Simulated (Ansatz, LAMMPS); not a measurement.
# Structural relaxation of aqueous Mg2+ and SO4 2-, 1.6 mol of salt per kg of water, from a frame at 330 K (111 atoms)

Aim: bring aqueous Mg2+ and SO4 2-, 1.6 mol of salt per kg of water, from a frame at 330 K (111 atoms) to a nearby minimum of the energy and see what moves.

Program: Ansatz 0.2.0. Level of theory: Kohn-Sham DFT, RPBE+D4, PAW (set soft_2), plane waves. Results are calculated unless marked as measured.

## (1) Starting point

The cell holds 111 atoms: 39 O, 1 S, 70 H and 1 Mg. Its edges and angles: a = 10.165 Å, b = 10.165 Å, c = 10.165 Å, α = 90.0°, β = 90.0°, γ = 90.0°. 35 H2O, 1 Mg2+, 1 SO4 2- placed at random, at 1.19 g/cm³; overlaps pushed apart, then 10 ps at 420 K with divalent ions of Li, Roberts, Chakravorty and Merz (J. Chem. Theory Comput. 9, 2733 (2013)); MMFF94 bonds, angles, torsions, charges and radii (Halgren, J. Comput. Chem. 17, 490 (1996)) in harmonic and 12-6 forms; SPC/E water (Berendsen, Grigera and Straatsma, J. Phys. Chem. 91, 6269 (1987)); charges of ions scaled by 0.85. Snapshot after 20 ps at 330 K and fixed volume.

Limits known from the start: The network of contacts between molecules at the start is that of the classical potential that made the cell. The density was typed from a rule of thumb and may lie off the real one at this temperature. Only the Γ point is sampled, in a cell whose shortest periodic width is 10 Å.

## (2) The classical run that made the cell

A classical potential supplies the starting structure, since it reaches far longer times than DFT.

This step: classical MD, divalent ions of Li, Roberts, Chakravorty and Merz (J. Chem. Theory Comput. 9, 2733 (2013)); MMFF94 bonds, angles, torsions, charges and radii (Halgren, J. Comput. Chem. 17, 490 (1996)) in harmonic and 12-6 forms; SPC/E water (Berendsen, Grigera and Straatsma, J. Phys. Chem. 91, 6269 (1987)); charges of ions scaled by 0.85 (LAMMPS 22 Jul 2025 - Update 4).

File in.lmp:

```
# aqueous Mg2+ and SO4 2-, 1.6 mol of salt per kg of water
units real
atom_style full
boundary p p p
bond_style harmonic
angle_style harmonic
dihedral_style opls
improper_style harmonic
special_bonds lj 0 0 0.5 coul 0 0 0.75
read_data data.lmp
neigh_modify delay 0 every 1 check yes one 4000
comm_modify cutoff 12.0
timestep 0.5
thermo_style custom step time temp pe press density
thermo_modify norm yes
# push overlapping molecules apart
pair_style soft 2.6
pair_coeff * * 0.0
variable a equal ramp(1,60)
fix ad all adapt 1 pair soft a * * v_a
velocity all create 420 793272 mom yes dist gaussian
fix lim all nve/limit 0.03
fix lan all langevin 420 420 50 793273 zero yes
thermo 1000
run 3000 post no
unfix ad
pair_style lj/cut/coul/long 9.0
pair_modify mix arithmetic tail yes
pair_coeff 1 1 0.0763 3.0960   # O
pair_coeff 2 2 0.2681 3.4180   # S
pair_coeff 3 3 0.1553 3.1660   # O
pair_coeff 4 4 0.0000 1.0000   # H
pair_coeff 5 5 0.0102 2.4232   # Mg
kspace_style pppm 1.0e-4
# [... 18 lines left out ...]
compute msd all msd com yes
thermo 5000
fix md all nvt temp 330 330 100
run 20000 post no
print "== T330: mean square displacement over the hold $(c_msd[4]:%.2f) A^2"
unfix md
uncompute msd
write_dump all custom T330.dump id type xs ys zs modify sort id
```

On the command line:

```console
$ lmp -in in.lmp -log none -nocite
```

Numbers of over 12 decimals in the logs are rounded to 6 here.

Log:

```text
LAMMPS (22 Jul 2025 - Update 4)
Reading data file ...
  orthogonal box = (0 0 0) to (10.16539 10.16539 10.16539)
  111 atoms
  orthogonal box = (0 0 0) to (10.16539 10.16539 10.16539)
  74 bonds
  41 angles
   Step          Time           Temp          PotEng         Press         Density
         0   0              420            0.57324084     6807.9996      1.1870006
      1000   500            423.23879      1.3776921      52925.694      1.1870006
      2000   1000           414.55076      1.3835731      54320.351      1.1870006
      3000   1500           380.28501      1.2287373      55774.174      1.1870006
Loop time of 0.167115 s on 1 MPI rank(s) for 3000 steps with 111 atoms
PPPM initialization ...
  G vector (1/distance) = 0.32162925
  grid = 8 8 8
  estimated relative force accuracy = 2.8401722e-05
   Step          Time           Temp          PotEng         Press         Density
      3000   1500           380.28501     -1.0973149      42598.944      1.1870006
[... 13 lines left out ...]
      2000   1000           397.0031      -7.5642925      998.10629      1.1870006
Loop time of 1.02509 s on 1 MPI rank(s) for 2000 steps with 111 atoms
   Step          Time           Temp          PotEng         Press         Density
      2000   1000           582.27122     -8.1468171      11549.187      1.1870006
[... 5 lines left out ...]
Loop time of 5.55252 s on 1 MPI rank(s) for 10000 steps with 111 atoms
   Step          Time           Temp          PotEng         Press         Density
[... 4 lines left out ...]
Loop time of 2.9667 s on 1 MPI rank(s) for 5000 steps with 111 atoms
   Step          Time           Temp          PotEng         Press         Density
[... 2 lines left out ...]
     25000   24000          323.12199     -8.1829946      544.07412      1.1870006
     30000   29000          295.31789     -8.2579972      585.17088      1.1870006
     35000   34000          336.05067     -8.1580357      3092.806       1.1870006
     37000   36000          351.55959     -8.3691284     -177.22364      1.1870006
Loop time of 10.9039 s on 1 MPI rank(s) for 20000 steps with 111 atoms
== T330: mean square displacement over the hold 17.83 A^2
```

Run time: 21 s. Hardware: 1 thread of Arm Neoverse V1, shared host; peak memory 0.12 GiB.

The input also reads data.lmp (atoms, bonds and types; not printed here).

## (3) Single point at the start

A single point comes first, to see the forces before anything moves.

File input.yaml:

```yaml
crystal:
  lattice:
    - [10.16539, 0.0, 0.0]
    - [0.0, 10.16539, 0.0]
    - [0.0, 0.0, 10.16539]
  atoms:
    - { symbol: O, position: [0.86191, 0.62053, 0.7862] }
    - { symbol: S, position: [0.00589, 0.62628, 0.79802] }
    - { symbol: O, position: [0.05066, 0.56825, 0.91926] }
    - { symbol: O, position: [0.06742, 0.55601, 0.69214] }
    - { symbol: O, position: [0.04966, 0.76061, 0.79208] }
    - { symbol: O, position: [0.6022, 0.05357, 0.01162] }
    - { symbol: H, position: [0.57385, 0.99081, 0.08187] }
    - { symbol: H, position: [0.53238, 0.12157, 0.99827] }
    - { symbol: O, position: [0.85102, 0.90617, 0.47701] }
    - { symbol: H, position: [0.83642, 0.99137, 0.43006] }
    - { symbol: H, position: [0.94254, 0.90384, 0.51301] }
    - { symbol: O, position: [0.48724, 0.71074, 0.58785] }
    - { symbol: H, position: [0.58448, 0.70411, 0.57448] }
    - { symbol: H, position: [0.44363, 0.63021, 0.55194] }
    - { symbol: O, position: [0.46487, 0.43283, 0.82898] }
    - { symbol: H, position: [0.42545, 0.51634, 0.8629] }
    - { symbol: H, position: [0.56012, 0.42928, 0.85332] }
    - { symbol: O, position: [0.94148, 0.98785, 0.79943] }
    - { symbol: H, position: [0.98446, 0.07177, 0.77138] }
    - { symbol: H, position: [0.99186, 0.91151, 0.76321] }
    - { symbol: O, position: [0.09459, 0.30727, 0.93955] }
    - { symbol: H, position: [0.10061, 0.40538, 0.94355] }
    - { symbol: H, position: [0.03684, 0.28101, 0.86436] }
    - { symbol: O, position: [0.25153, 0.90294, 0.85002] }
    - { symbol: H, position: [0.21442, 0.9676, 0.91419] }
    - { symbol: H, position: [0.18193, 0.83816, 0.82478] }
    - { symbol: O, position: [0.18718, 0.71428, 0.31263] }
    - { symbol: H, position: [0.11366, 0.65774, 0.34541] }
    - { symbol: H, position: [0.20931, 0.68895, 0.22018] }
    - { symbol: O, position: [0.43382, 0.50686, 0.37464] }
    - { symbol: H, position: [0.36536, 0.5713, 0.3457] }
    - { symbol: H, position: [0.44137, 0.4349, 0.308] }
    - { symbol: O, position: [0.87512, 0.94584, 0.06755] }
    - { symbol: H, position: [0.97154, 0.96201, 0.05661] }
    - { symbol: H, position: [0.86139, 0.86494, 0.12182] }
    - { symbol: O, position: [0.5478, 0.03397, 0.41947] }
    - { symbol: H, position: [0.51142, 0.00768, 0.507] }
    - { symbol: H, position: [0.61354, 0.10613, 0.43162] }
    - { symbol: O, position: [0.27948, 0.15548, 0.52067] }
    - { symbol: H, position: [0.26685, 0.23923, 0.57072] }
    - { symbol: H, position: [0.33752, 0.09497, 0.57213] }
    - { symbol: O, position: [0.71123, 0.82414, 0.87178] }
    - { symbol: H, position: [0.73696, 0.74757, 0.81564] }
    - { symbol: H, position: [0.62789, 0.80317, 0.91965] }
    - { symbol: O, position: [0.26773, 0.65401, 0.0796] }
    - { symbol: H, position: [0.33463, 0.63167, 0.01102] }
    - { symbol: H, position: [0.17809, 0.65436, 0.03907] }
    - { symbol: O, position: [0.2613, 0.3895, 0.64547] }
    - { symbol: H, position: [0.18751, 0.44733, 0.67528] }
    - { symbol: H, position: [0.34456, 0.41698, 0.69008] }
    - { symbol: O, position: [0.09441, 0.827, 0.539] }
    - { symbol: H, position: [0.14276, 0.77141, 0.47382] }
    - { symbol: H, position: [0.08105, 0.776, 0.62206] }
    - { symbol: O, position: [0.71115, 0.45618, 0.90538] }
    - { symbol: H, position: [0.72258, 0.48167, 0.9997] }
    - { symbol: H, position: [0.76089, 0.51891, 0.84821] }
    - { symbol: O, position: [0.53215, 0.88285, 0.21069] }
    - { symbol: H, position: [0.54256, 0.9302, 0.29629] }
    - { symbol: H, position: [0.44042, 0.84807, 0.2034] }
    - { symbol: O, position: [0.65165, 0.44117, 0.54155] }
    - { symbol: H, position: [0.56597, 0.45638, 0.49566] }
    - { symbol: H, position: [0.69853, 0.52692, 0.55273] }
    - { symbol: O, position: [0.02161, 0.55481, 0.43415] }
    - { symbol: H, position: [0.0303, 0.57014, 0.53093] }
    - { symbol: H, position: [0.94992, 0.48952, 0.4176] }
    - { symbol: O, position: [0.37769, 0.22084, 0.96727] }
    - { symbol: H, position: [0.28286, 0.24305, 0.95341] }
    - { symbol: H, position: [0.43363, 0.29642, 0.93834] }
    - { symbol: O, position: [0.80459, 0.76231, 0.24211] }
    - { symbol: H, position: [0.71317, 0.78107, 0.21099] }
    - { symbol: H, position: [0.80742, 0.76705, 0.34032] }
    - { symbol: O, position: [0.74127, 0.6783, 0.57923] }
    - { symbol: H, position: [0.79489, 0.65454, 0.65821] }
    - { symbol: H, position: [0.77166, 0.76489, 0.54381] }
    - { symbol: O, position: [0.13785, 0.05117, 0.04835] }
    - { symbol: H, position: [0.16214, 0.03644, 0.14254] }
    - { symbol: H, position: [0.11576, 0.14604, 0.03464] }
    - { symbol: O, position: [0.46882, 0.73234, 0.86959] }
    [... 27 atom lines left out ...]
    - { symbol: H, position: [0.44034, 0.18955, 0.28436] }
    - { symbol: H, position: [0.43056, 0.25453, 0.13777] }
    - { symbol: O, position: [0.67214, 0.0906, 0.74209] }
    - { symbol: H, position: [0.57631, 0.07239, 0.72933] }
    - { symbol: H, position: [0.70959, 0.12858, 0.65943] }
    - { symbol: Mg, position: [0.76787, 0.01882, 0.904] }
kpoints:
  mp_grid: { grid: [1, 1, 1] }
hamiltonian:
  xc: rpbe
  dispersion: d4
scf:
  occupations: { method: fixed }
output:
  forces: true
  stress: true
  populations: true
  dos:
    method: { smearing: { sigma: 0.08 } }
    de: 0.1
    projected: { site_lists: { H: [H], Mg: [Mg], O: [O], S: [S] } }
  eigenvalues: true
```

On the command line:

```console
$ ansatz run input.yaml --threads 4 --pin off --max-ram 8192MiB --backend cpu --events-out ev --progress --plain --runs-dir out
```

Log:

```text
Engine: ansatz 0.2.0, aarch64-unknown-linux-gnu
Pseudopotentials: kind: paw
Pseudopotential: O, paw, valence charge 6, recommended cutoff 420 eV (normal), O.paw.azcp
Pseudopotential: S, paw, valence charge 6, recommended cutoff 420 eV (normal), S.paw.azcp
Pseudopotential: H, paw, valence charge 1, recommended cutoff 420 eV (normal), H.paw.azcp
Pseudopotential: Mg, paw, valence charge 10, recommended cutoff 420 eV (normal), Mg.paw.azcp
[... 5 lines on functional and potentials left out ...]
Crystal: 111 atoms, lattice volume = 1050.442 Å³
Basis set: ecut = 420 eV, 20377 PW (Γ), exchange–correlation on 144×144×144 points (8 copies of the dense FFT grid, shifted against one another)
Bands: 271, of which v1, the nominal top of the filled ones, is band 160 counted from 1 (159 counted from 0)
Symmetry: 1 space group operations
Space group: P1 (ITA 1), of the structure as read, at distance tolerance 1.0e-4 Å
k-points: 1
[... 12 lines on functional and potentials left out ...]
Initial density: superposition of atomic densities (neutral atoms: chi_scale 0, normalization atom), corrected by the library's trained network
Initial wavefunctions: pseudopotential atomic-orbital guess
Functional: x = rpbe, c = pbe(β = 0.066725)
SCF iter   1: F=—  HF=-26174.483131 eV  |F-HF|=—  |Δ(HF+E_count)|=         —  Δρ=4.81e-3  dr2=1.75e-1  ethr=1.77e-3  ⟨swp⟩=4.0  Hψ=1040  notcnv=0  defer=108
preconditioner: auto → Resta (q_TF=auto, 2.238 Å⁻¹)  ε∞=2.2  [insulator: Δε(μ)=4.685 eV  Ē_g=18.147 eV  n_scr=202 (ndim 8)  ℏωp=20.2 eV  f_vac=0.250  ε∞_Penn≈2.2]
SCF iter   2: F=—  HF=-26174.382584 eV  |F-HF|=—  |Δ(HF+E_count)|=   1.01e-1  Δρ=2.40e-3  dr2=4.01e-2  ethr=5.46e-5  ⟨swp⟩=2.0  Hψ=391  notcnv=0  defer=109
SCF iter   3: F=—  HF=-26174.356954 eV  |F-HF|=—  |Δ(HF+E_count)|=   2.56e-2  Δρ=1.04e-3  dr2=9.65e-3  ethr=1.25e-5  ⟨swp⟩=2.0  Hψ=325  notcnv=0  defer=109
SCF iter   4: F=—  HF=-26174.354787 eV  |F-HF|=—  |Δ(HF+E_count)|=   2.17e-3  Δρ=2.06e-4  dr2=4.09e-4  ethr=3.02e-6  ⟨swp⟩=2.0  Hψ=325  notcnv=0  defer=109
SCF iter   5: F=—  HF=-26174.354850 eV  |F-HF|=—  |Δ(HF+E_count)|=   6.28e-5  Δρ=8.39e-5  dr2=6.06e-5  ethr=1.28e-7  ⟨swp⟩=2.0  Hψ=325  notcnv=0  defer=109
SCF iter   6: F=—  HF=-26174.355812 eV  |F-HF|=—  |Δ(HF+E_count)|=   9.63e-4  Δρ=4.03e-5  dr2=1.33e-5  ethr=1.89e-8  ⟨swp⟩=2.0  Hψ=429  notcnv=0  defer=109
SCF iter   7: F=—  HF=-26174.355811 eV  |F-HF|=—  |Δ(HF+E_count)|=   1.37e-6  Δρ=1.20e-5  dr2=1.33e-6  ethr=4.16e-9  ⟨swp⟩=3.0  Hψ=365  notcnv=0  defer=109
SCF iter   8: F=—  HF=-26174.355811 eV  |F-HF|=—  |Δ(HF+E_count)|=   2.94e-7  Δρ=4.17e-6  dr2=1.60e-7  ethr=4.15e-10  ⟨swp⟩=3.0  Hψ=324  notcnv=0  defer=109
SCF iter   9: F=-26174.355811 eV  HF=-26174.355811 eV  |F-HF|=7.12e-9  |Δ(HF+E_count)|=   6.17e-9  Δρ=1.54e-6  dr2=2.16e-8  ethr=3.13e-11  ⟨swp⟩=17.0  Hψ=1991  notcnv=0
SCF 1 converged in 9 iterations: F = -26174.355811 eV  dr2 = 2.16e-8
  greatest PAW one-centre occupation: 1.000 electrons in one spin orbital (limit 2), on the Mg atom at site 110 (counted from 0), in its partial waves of l = 0
SCF converged after 9 iterations
Free energy (F): -26174.355811 eV
Harris-Foulkes:  -26174.355811 eV  (|F-HF|=7.12e-9)
Internal energy: -26174.355811 eV  (E = F + TS)
E sigma→0 (E₀):  -26174.355811 eV
Fermi energy:    -1.615287 eV
--- Per-component energies (eV) ---
  E_band       = -3181.788135
  E_kinetic    = 8018.287480
  E_local      = -27389.469964  (includes V_loc(G=0)·N_el)
  E_nonlocal   = 2080.873733
  E_hartree    = 10087.668014
  E_xc         = -3635.592064
  E_vxc        = -4590.804843  (∫ρ·V_xc dr)
  E_paw        = -7177.421990  (= ΣΔE_a)
  E_vpaw       = -1476.029628  (= ΣTr[D̂ρ^β])
  E_aug_tail   = 0.014855  (compensation charges beyond the density's cutoff)
  E_ewald      = -8148.357711
  E_disp       = -9.480903  (pairwise vdW)
  E_core_change = -0.877261  (= ΣΔE_core)
  E_smearing   = -0.000000  (= −TS)
  E_closure    = 0.000000  (closes the sum)
  Σ components = -26174.355811   (vs F -26174.355811, Δ=0.00e0)
--- Forces (eV/Å), atoms counted from 1 ---
  atom   1  O     -1.52957766    -0.09927360    -0.01130686
  atom   2  S      0.08428078    -0.43947247     0.33610196
  atom   3  O      0.28408095    -1.00217543     3.15431254
  atom   4  O      0.76278961    -1.88947875    -2.91054735
  atom   5  O      0.37189256     2.81760802    -0.25359616
  atom   6  O     -0.80408944     0.07146197     0.02285144
  atom   7  H     -0.25288984     0.47866037    -0.04421846
  atom   8  H      0.49261736    -1.16931642     0.27837786
  atom   9  O     -0.09123077     0.86504102    -0.25886520
  atom  10  H      0.23540780    -1.13825308     0.87326833
  atom  11  H     -0.35207947    -0.06564327    -0.72179039
  atom  12  O     -0.62430517    -1.01135294    -0.22761804
  atom  13  H     -0.35410822    -0.38807050     0.04081118
  atom  14  H      0.78018126     1.05989146     0.28016153
[...]
atom 110  H     -0.50378559    -0.51623680     0.69053401
  atom 111  Mg     0.57453678    -0.34309755     0.33477086
  max |Σ_I F_I| component: 1.06e-5 eV/Å
--- Stress (GPa, compression-positive) ---
       -0.918669       0.445239      -0.069088
        0.445239      -0.792131      -0.129187
       -0.069088      -0.129187      -0.171809
  P = ⅓ Tr σ = -0.6275 GPa (-6.275 kbar)
--- Band table (eV) ---
  k-point 0: bands = ["-74.0750", "-40.6750", "-40.6423", "-40.6217", [... 255 levels ...], "11.9471", "12.0024", "12.0479", "12.0666", "12.0852", "12.1807", "12.2002", "12.2290", "12.3184", "12.3985", "12.4797", "12.6044"]
--- Löwdin populations: 111 sites ---
  site symbol       q [e]
     0      O      6.7566
     1      S      3.4134
     2      O      6.7832
[...]
110     Mg      8.3636
  spilling = 0.011589 (of n_electrons = 320.000000)
```

The job ended after 17 s (4 threads of Arm Neoverse V1, shared host; peak memory 1.2 GiB).

The run gave:

```yaml
free_energy: -26174.3558 eV
free_energy_per_atom: -235.8050 eV/atom
scf_cycles: 9
pressure: -0.6275 GPa
r_m_s_force_component: 0.6497 eV/Å
longest_force: 3.553 eV/Å
fermi_energy: -1.615 eV
spacing_of_highest_filled_and_lowest_empty_level: 4.668 eV
spilling_of_the_projection: 0.01159
```

The r.m.s. force component of 0.65 eV/Å and the pressure of -0.63 GPa set the starting point.

Neighbours are counted within 1.21 Å (H-O), 2.52 Å (O-Mg), 1.88 Å (O-S).

Length of the force by element and coordination:

```csv
element,coordination,atoms,mean length of the force (eV/Å),spread,least,most
H,all,70,1.03,0.327,0.302,1.61
Mg,all,1,0.748,0,0.748,0.748
O,all,39,0.991,0.721,0.321,3.55
O,1,4,2.82,0.782,1.53,3.55
O,2,29,0.767,0.293,0.321,1.27
O,3,6,0.860,0.283,0.534,1.27
S,all,1,0.560,0,0.560,0.560
```

(Continued in part 2 of 3.)

[Logs are printed without paths, hosts, clocks, repeated set-up lines and the standing remarks that a program may print on its own settings, such as how far it seeks lower states.]

[Hosts, paths, dates, database ids (printed as entryN), source tags and the programs' standing remarks are cut or masked in the printed files.]

[The MMFF94 radii named for the starting cell were scaled by 0.96; in molecules described by MMFF94, hydrogen bound to N, O or S took a small fixed 12-6 site in their place.]
